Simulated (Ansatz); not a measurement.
## Quasiparticle gap of WS2 (layered bulk) (P6_3/mmc)

Aim: the quasiparticle gap of WS2 (layered bulk) (P6_3/mmc), starting from PBEsol.

Main program and level: Ansatz 0.2.0; PBEsol, then G0W0 on it, plane waves, PAW.

## 1. The starting structure

Symmetry: P6_3/mmc, No. 194, hexagonal system. The conventional cell has a = 3.185 Å, b = 3.185 Å, c = 12.480 Å, α = 90.00°, β = 90.00°, γ = 120.00°. W has 6 S at 2.42 Å nearest. Nearest to S lie 3 W at 2.42 Å. Farther neighbours and most contacts between anions are not listed.

The start is a generated structure, not a measured one. Spin-orbit coupling is left out unless a step names it.

The logs state that the PAW files were generated under PBE.

## 2. Relaxing the structure

The structure is relaxed first.

This step: DFT, PBEsol-D3(BJ), plane waves, PAW; PAW set soft_1.

input.yaml reads:

```yaml
crystal:
  lattice:
    - [3.185, 0.0, 0.0]
    - [-1.5925, 2.7582909111, 0.0]
    - [0.0, 0.0, 12.4800000017]
  atoms:
    - { symbol: W, position: [0.3333333333, 0.6666666667, 0.25] }
    - { symbol: S, position: [0.6666666667, 0.3333333333, 0.3758012821] }
    - { symbol: S, position: [0.6666666667, 0.3333333333, 0.1241987179] }
    - { symbol: W, position: [0.6666666667, 0.3333333333, 0.75] }
    - { symbol: S, position: [0.3333333333, 0.6666666667, 0.8758012821] }
    - { symbol: S, position: [0.3333333333, 0.6666666667, 0.6241987179] }
kpoints:
  mp_grid: { grid: [9, 9, 2] }
hamiltonian:
  xc: pbesol
  dispersion: d3bj
  pseudopotentials: { kind: paw, azcp: { folder: soft_1 }, xc_functional: pbe }
scf:
  occupations: { method: fermi_dirac, width: 0.02 }
relax:
  f_tol: 0.01
  max_steps: 100
  cell: {}
```

Launch:

```console
ansatz run input.yaml --threads 3 --pin off --max-ram 92160MiB --backend cuda --events-out ev --progress --plain --runs-dir out --devices 1 --max-vram 13GiB
```

Numbers of over 12 decimals in the logs are rounded to 6 here.

Output:

```text
GPUs: using 1 of 1 available (devices: 1).
Engine: ansatz 0.2.0, x86_64-unknown-linux-gnu
Pseudopotentials: kind: paw
Pseudopotential: W, paw, valence charge 14, recommended cutoff 420 eV (normal), soft_1/W.paw.azcp
Pseudopotential: S, paw, valence charge 6, recommended cutoff 420 eV (normal), soft_1/S.paw.azcp
Functional definition: PBEsol
  exchange = pbesol_x
  correlation = pbesol_c
device memory: the entry about to start is reckoned to put 1.3 GiB on a device that reports 45.8 GiB free (of which the cap on the GPU budget leaves the run 13.0 GiB)
GPU FFT provider: cuFFT
GPU libraries: cuBLAS 13.8.2, cuFFT 12.4.0, cuSOLVER 12.3.4
Crystal: 6 atoms, lattice volume = 109.639 Å³
Basis set: ecut = 420 eV, 2153 PW (Γ), exchange–correlation on 48×48×180 points (8 copies of the dense FFT grid, shifted against one another)
Bands: 32, of which v1, the nominal top of the filled ones, is band 26 counted from 1 (25 counted from 0)
Symmetry: 24 space group operations
Space group: P63/mmc (ITA 194), of the structure as read, at distance tolerance 4.8e-5 Å
k-points: 24 of 162
Non-local potential: W, projectors of the file, l = 0: 3, l = 1: 2, l = 2: 2, l = 3: 1
Non-local potential: S, projectors of the file, l = 0: 2, l = 1: 2, l = 2: 1
PAW form: soft (Blöchl's): semilocal exchange-correlation on the pseudo side does not see the compensation charge
PAW frozen core: W, regenerated for the run's functional, and the local potential with it (the file was generated under x = pbe(κ = 0.804, μ = 0.219515), c = pbe(β = 0.066725))
PAW frozen core: S, regenerated for the run's functional, and the local potential with it (the file was generated under x = pbe(κ = 0.804, μ = 0.219515), c = pbe(β = 0.066725))
PAW one-centre angular grid: W, 590 points (default); XC on 64 Gauss nodes
PAW one-centre angular grid: S, 110 points (default); XC on 64 Gauss nodes
Initial density: superposition of atomic densities (chi_scale 0.1, normalization cell, long waves kept (reshape's long-wave potential 0.03 eV rms))
Initial wavefunctions: pseudopotential atomic-orbital guess
GPU buffer pool allocated for 51840 grid points (all kernels)
GPU transforms: local potential and band sums: pruned to the plane-wave sphere, on 24×24×90
Functional: x = pbesol(κ = 0.804, μ = 0.123457), c = pbesol(β = 0.046)
SCF iter   1: F=—  HF=-24063.244844 eV  |F-HF|=—  |Δ(HF+E_count)|=         —  Δρ=3.98e-2  dr2=2.87e0  ethr=3.10e-3  ⟨swp⟩=7.8  Hψ=4093  notcnv=0
preconditioner: auto → Resta (q_TF=auto, 2.409 Å⁻¹)  ε∞=7.4  [insulator: Δε(μ)=0.821 eV  Ē_g=8.439 eV  σ=0.020 eV  W_gap=1.00  n_scr=26 (ndim 8)  ℏωp=21.3 eV  f_vac=0.004  D(μ)=0.00/eV (n_scr^D=0)  ε∞_Penn≈7.4]
SCF iter   2: F=—  HF=-24062.630912 eV  |F-HF|=—  |Δ(HF+E_count)|=   6.14e-1  Δρ=2.28e-2  dr2=9.28e-1  ethr=3.10e-3  ⟨swp⟩=2.7  Hψ=1287  notcnv=0
SCF iter   3: F=—  HF=-24062.388333 eV  |F-HF|=—  |Δ(HF+E_count)|=   2.43e-1  Δρ=4.76e-3  dr2=2.62e-2  ethr=1.78e-3  ⟨swp⟩=3.0  Hψ=1357  notcnv=0
SCF iter   4: F=—  HF=-24062.387394 eV  |F-HF|=—  |Δ(HF+E_count)|=   9.40e-4  Δρ=2.55e-3  dr2=1.16e-2  ethr=5.03e-5  ⟨swp⟩=3.6  Hψ=2056  notcnv=0
SCF iter   5: F=—  HF=-24062.386545 eV  |F-HF|=—  |Δ(HF+E_count)|=   8.49e-4  Δρ=1.17e-3  dr2=3.59e-3  ethr=2.22e-5  ⟨swp⟩=2.3  Hψ=1190  notcnv=0
SCF iter   6: F=—  HF=-24062.385874 eV  |F-HF|=—  |Δ(HF+E_count)|=   6.70e-4  Δρ=3.21e-4  dr2=1.16e-4  ethr=6.90e-6  ⟨swp⟩=2.5  Hψ=1342  notcnv=0
SCF iter   7: F=—  HF=-24062.385823 eV  |F-HF|=—  |Δ(HF+E_count)|=   5.11e-5  Δρ=7.11e-5  dr2=8.84e-6  ethr=2.23e-7  ⟨swp⟩=2.0  Hψ=1188  notcnv=0
SCF iter   8: F=—  HF=-24062.386072 eV  |F-HF|=—  |Δ(HF+E_count)|=   2.49e-4  Δρ=1.03e-5  dr2=1.14e-7  ethr=1.70e-8  ⟨swp⟩=2.2  Hψ=1209  notcnv=0
SCF iter   9: F=-24062.386073 eV  HF=-24062.386073 eV  |F-HF|=8.98e-9  |Δ(HF+E_count)|=   3.29e-7  Δρ=3.07e-6  dr2=1.89e-8  ethr=1.92e-10  ⟨swp⟩=5.5  Hψ=2920  notcnv=0
SCF 1 converged in 9 iterations: F = -24062.386073 eV  dr2 = 1.89e-8
  greatest PAW one-centre occupation: 0.999 electrons in one spin orbital (limit 2), on the W atom at site 3 (counted from 0), in its partial waves of l = 0
relax step   1: F+E_penalty+E_count = -24062.38607279 eV  Δ(F+E_penalty+E_count) = +0.000e0 eV  max|allowed force component| = 3.181e-1 eV/Å  Δτ_max = 0.0000 Å  P = -7.288 GPa  Ω = 109.639 Å³  (9 SCF iters, dr2 threshold 1.00e-7 eV, accepted)
[... from here on, the SCF cycles and remarks between the steps are left out ...]
relax step   2: F+E_penalty+E_count = -24062.42903380 eV  Δ(F+E_penalty+E_count) = -4.296e-2 eV  max|allowed force component| = 1.825e-1 eV/Å  Δτ_max = 0.1213 Å  P = +5.455 GPa  Ω = 94.686 Å³  energy of the carried Pulay correction = +4.904e-3 eV  (7 SCF iters, dr2 threshold 6.00e-7 eV, accepted)
relax step   3: F+E_penalty+E_count = -24062.58246666 eV  Δ(F+E_penalty+E_count) = -1.534e-1 eV  max|allowed force component| = 9.185e-2 eV/Å  Δτ_max = 0.0394 Å  P = -1.119 GPa  Ω = 100.305 Å³  energy of the carried Pulay correction = +2.979e-3 eV  (7 SCF iters, dr2 threshold 6.00e-7 eV, accepted)
relax step   4: F+E_penalty+E_count = -24062.58698109 eV  Δ(F+E_penalty+E_count) = -4.514e-3 eV  max|allowed force component| = 6.834e-2 eV/Å  Δτ_max = 0.0249 Å  P = -0.210 GPa  Ω = 98.507 Å³  energy of the carried Pulay correction = +3.584e-3 eV  (7 SCF iters, dr2 threshold 6.00e-7 eV, accepted)
relax step   5: F+E_penalty+E_count = -24062.58649498 eV  Δ(F+E_penalty+E_count) = +4.861e-4 eV  max|allowed force component| = 1.363e-1 eV/Å  Δτ_max = 0.0182 Å  P = +0.724 GPa  Ω = 99.012 Å³  energy of the carried Pulay correction = +3.413e-3 eV  (5 SCF iters, dr2 threshold 2.92e-7 eV, rejected (line search))
relax step   6: F+E_penalty+E_count = -24062.58807624 eV  Δ(F+E_penalty+E_count) = -1.095e-3 eV  max|allowed force component| = 1.195e-2 eV/Å  Δτ_max = 0.0067 Å  P = +0.031 GPa  Ω = 98.732 Å³  energy of the carried Pulay correction = +3.507e-3 eV  (8 SCF iters, accepted)
relax step   7: F+E_penalty+E_count = -24062.58821177 eV  Δ(F+E_penalty+E_count) = -1.355e-4 eV  max|allowed force component| = 1.065e-3 eV/Å  Δτ_max = 0.0041 Å  P = -0.004 GPa  Ω = 98.962 Å³  energy of the carried Pulay correction = +3.430e-3 eV  (5 SCF iters, dr2 threshold 5.74e-8 eV, accepted)
relax step   8: F+E_penalty+E_count = -24062.58532049 eV  Δ(F+E_penalty+E_count) = +2.891e-3 eV  max|allowed force component| = 6.224e-4 eV/Å  Δτ_max = 0.0000 Å  P = -0.017 GPa  Ω = 98.962 Å³  stress off target by 2.10e-2 GPa  SCF on the basis re-selected at this cell (its energy is not comparable with the rows above)  (6 SCF iters)
basis re-selected at this cell: Δ(F+E_penalty+E_count) = +2.891e-3 eV, ΔP = -0.013 GPa vs the last step (what re-selecting the basis moved, of the pressure what is left beyond the Pulay correction that the steps carried, after the strain that the cell walked since its last selection, with what the two solves' SCF thresholds leave and, on support functions, any second-order correction that the steps lacked; it is no measure of the basis error at this ecutwfc). The dense FFT grid was sized anew with the basis: this SCF ran on 24×24×80 points, the steps before it on 24×24×90, so part of this shift can come from that change (see relax.cell in the input reference). [rest of the remark cut]
SCF converged after 6 iterations
Free energy (F): -24062.585320 eV
Harris-Foulkes:  -24062.585320 eV  (|F-HF|=5.09e-11)
Internal energy: -24062.585320 eV  (E = F + TS)
E sigma→0 (E₀):  -24062.585320 eV
Fermi energy:    13.347437 eV
--- Per-component energies (eV) ---
  E_band       = -317.849257
  E_kinetic    = 1274.567430
  E_local      = -3030.854300  (includes V_loc(G=0)·N_el)
  E_nonlocal   = 94.007288
  E_hartree    = 1254.874891
  E_xc         = -887.800595
  E_vxc        = -797.859598  (∫ρ·V_xc dr)
  E_paw        = -19271.706000  (= ΣΔE_a)
  E_vpaw       = -367.460211  (= ΣTr[D̂ρ^β])
  E_aug_tail   = 0.000308  (compensation charges beyond the density's cutoff)
  E_ewald      = -3493.869098
  E_disp       = -2.496757  (pairwise vdW)
  E_core_change = 0.691513  (= ΣΔE_core)
  E_smearing   = -0.000000  (= −TS)
  E_closure    = 0.000000  (closes the sum)
  Σ components = -24062.585320   (vs F -24062.585320, Δ=0.00e0)
--- Forces (eV/Å), atoms counted from 1 ---
  atom   1  W     -0.00000000     0.00000000     0.00000000
  atom   2  S      0.00000000    -0.00000000    -0.00062245
  atom   3  S      0.00000000    -0.00000000     0.00062245
  atom   4  W      0.00000000    -0.00000000    -0.00000000
  atom   5  S     -0.00000000     0.00000000    -0.00062245
  atom   6  S     -0.00000000     0.00000000     0.00062245
  max |Σ_I F_I| component: 5.78e-18 eV/Å
--- Stress (GPa, compression-positive) ---
       -0.015428       0.000000       0.000000
       -0.000000      -0.015428       0.000000
        0.000000       0.000000      -0.020990
  P = ⅓ Tr σ = -0.0173 GPa (-0.173 kbar)
--- Band table (eV; the first three rows and the last of 24) ---
  k-point 0: bands = [... 22 lower, 10.6946, 11.3821, 11.7139, 12.9788, 15.1832, 15.1832, 15.2007, 15.2007, ... 2 higher]
  k-point 1: bands = [... 22 lower, 10.6437, 10.6437, 12.6680, 12.6680, 15.1732, 15.1732, 15.1732, 15.1732, ... 2 higher]
  k-point 2: bands = [... 22 lower, 10.6424, 11.4298, 11.7668, 12.4620, 14.8887, 14.9651, 15.0518, 15.1842, ... 2 higher]
  k-point 23: bands = [... 22 lower, 9.6195, 9.6195, 12.1127, 12.1127, 14.2428, 14.2428, 15.2483, 15.2483, ... 2 higher]
--- Relaxed structure (7 steps of the walk, 6 accepted, 1 SCFs on fresh bases) ---
  F+E_penalty+E_count = -24062.58532049 eV   max|allowed force component| = 6.224e-4 eV/Å   (the final SCF, on the basis selected at the relaxed cell)
  cell:  # Å, volume = 98.9622 Å³
    - [3.114988, 0, 0]
    - [-1.557494, 2.697658, 0]
    - [0, 0, 11.776770]
  atoms:
    - { symbol: W, position: [0.333333, 0.666667, 0.250000] }
    - { symbol: S, position: [0.666667, 0.333333, 0.383505] }
    - { symbol: S, position: [0.666667, 0.333333, 0.116495] }
    - { symbol: W, position: [0.666667, 0.333333, 0.750000] }
    - { symbol: S, position: [0.333333, 0.666667, 0.883505] }
    - { symbol: S, position: [0.333333, 0.666667, 0.616495] }
```

It took 14 s on 1 × NVIDIA H100 80GB HBM3 (shared by 6 runs) with 3 threads of AMD EPYC 7R13 (Zen 3), shared host; peak memory 0.98 GiB; 11 s of CPU time.

Relaxation path:

```csv
step,energy less that of the first step (eV),largest force component (eV/Å),pressure (GPa),volume (Å³)
1,0.0000,0.3181,-7.29,109.64
2,-0.0430,0.1825,5.45,94.69
3,-0.1964,0.0919,-1.12,100.30
4,-0.2009,0.0683,-0.21,98.51
5,-0.2004,0.1363,0.72,99.01
6,-0.2020,0.0120,0.03,98.73
7,-0.2021,0.0011,0.00,98.96
8*,-0.1992,0.0006,-0.02,98.96
```

Relaxation steps marked * repeat the geometry before them on a plane-wave basis chosen anew for their cell, so energy and pressure can jump there. Relaxation step 5 was tried and not accepted.

The run keeps the 24 symmetry operations that it works with, so distortions that break them were not tested.

```csv
"conventional cell, symmetrised",before,after,change
a (Å),3.185,3.115,-2.2 %
b (Å),3.185,3.115,-2.2 %
c (Å),12.480,11.777,-5.6 %
volume (Å³/atom),18.27,16.49,-9.7 %
```

The atoms that moved most (Å, as changes of fractional coordinates times the final cell):

```csv
atom,dx,dy,dz,length
S5,0.000,0.000,0.091,0.091
S3,0.000,0.000,-0.091,0.091
S2,0.000,0.000,0.091,0.091
S6,0.000,0.000,-0.091,0.091
```

Final coordinates:

```xyz
6
Lattice="3.1150 0.0000 0.0000 -1.5575 2.6977 0.0000 0.0000 0.0000 11.7768" Properties=species:S:1:pos:R:3 pbc="T T T"
W     0.0000    1.7984    2.9442
S     1.5575    0.8992    4.5165
S     1.5575    0.8992    1.3719
W     1.5575    0.8992    8.8326
S     0.0000    1.7984   10.4048
S     0.0000    1.7984    7.2603
```

The program's warnings for this run: band table not solved further.

[end of part 1 of 3]

[Paths, hosts, dates, memory and timing lines, banners, echoed tables and standing remarks are left out of the program output.]

[Logs are printed without paths, hosts, clocks, repeated set-up lines and the standing remarks that a program may print on its own settings, such as how far it seeks lower states.]

[Runs of the session that timed out or met a known fault of the program may be left out.]

[Cells called generated may have been cut or substituted from an entry of the Crystallography Open Database or the Materials Project.]

[Hosts, paths, dates, database ids (printed as entryN), source tags and the programs' standing remarks are cut or masked in the printed files.]

[Where an RPA ε∞ is given, it is that of the G0W0 mesh and is not shown converged in it. Names of k-points follow the symmetry that the program found, which can be lower than the space group named. Band edges on a path are those of the sampled points; other points can move an edge, and change direct to indirect where valleys lie close.]

[Hybrid gaps are those of their k-mesh and are not shown converged in it.]
